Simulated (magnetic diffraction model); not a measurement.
# Moment size from magnetic intensity in LiMnCr2

Space group R-3m (no. 166), a = 3.2420 Å, c = 18.2210 Å.

```
site  atom    x    y       z
  3a    Mn    0    0       0
  6c    Cr    0    0  0.2643
  3b    Li  1/3  2/3     1/6
```

The compound is invented for this exercise: a known structure type with other elements, its cell scaled to their sizes and not relaxed.

Only Mn and Cr are taken to order (form factors of Mn2+ and Cr2+); orders and moment sizes are assumed, and not adapted to the symmetry. Radiation: neutrons of λ = 1.594 Å, 8° to 95°; isotropic B of 0.56 Å² (Mn), 0.79 Å² (Cr) and 1.19 Å² (Li). The intensities are simulated: I ∝ L Σ (|F_N|² + |F_M⊥|²) for unpolarised neutrons, with F_M = 2.695 fm/μB × Σ f(s) S exp(2πi Q·r) exp(−B s²) at Q = H ± k (one set where k and −k are equivalent), only the part normal to Q counting and L = 1/(sin²θ cos θ). For collinear order S is the moment m, which repeats by lattice and centring translations R with the sign exp(−2πi k·R). Form factors are spin-only for 3d ions and dipole or tabulated for f ions, scattering lengths are Sears's of 1992, and absorption is left out. A label names one of the reflections at its angle. The strongest nuclear line in the range is 100, and lines under 0.2 are left out.

In a first state the assumed order is k = (0 0 0), collinear moments along [100], 2.06 μB on Mn and 1.4 μB on Cr; signs + at (0, 0, 0), + at (0, 0, 0.2643), + at (2/3, 1/3, 0.0690), with this pattern:

| 2θ (°) | index | nuclear | magnetic |
| --- | --- | --- | --- |
| 15.08 | (0 0 3) | 0.0 | 51.6 |
| 30.43 | (0 0 6) | 36.8 | 0.1 |
| 33.38 | (1 0 1) | 4.2 | 4.1 |
| 34.56 | (0 1 2) | 100.0 | 0.3 |
| 38.96 | (1 0 4) | 0.7 | 18.6 |
| 42.00 | (0 1 5) | 10.8 | 0.7 |
| 46.37 | (0 0 9) | 6.0 | 0.0 |
| 49.36 | (1 0 7) | 1.7 | 5.6 |
| 53.56 | (0 1 8) | 0.0 | 5.0 |
| 58.90 | (1 1 0) | 0.6 | 2.7 |
| 61.18 | (1 1 3) | 0.0 | 1.7 |
| 62.86 | (1 0 10) | 20.4 | 0.1 |
| 63.32 | (0 0 12) | 0.3 | 0.6 |
| 67.74 | (1 1 6) | 49.1 | 0.0 |
| 67.92 | (0 1 11) | 2.8 | 1.9 |
| 69.42 | (0 2 1) | 1.2 | 0.2 |
(The table stops after 16 lines; 11 more lie at higher angle.)

**Question.** Nearer the ordering temperature the line at 15.08° has total intensity 4.7 on the same scale, and all moments have shrunk alike. How large is the Mn moment?

The nuclear part, 0.0, stays, so the magnetic part is 4.7 against 51.6. It goes as m², so m = 2.06 × √(4.7/51.6) = 0.62 μB; the value used was 0.62 μB.

[Logs are printed without paths, hosts, clocks, repeated set-up lines and the standing remarks that a program may print on its own settings, such as how far it seeks lower states.]
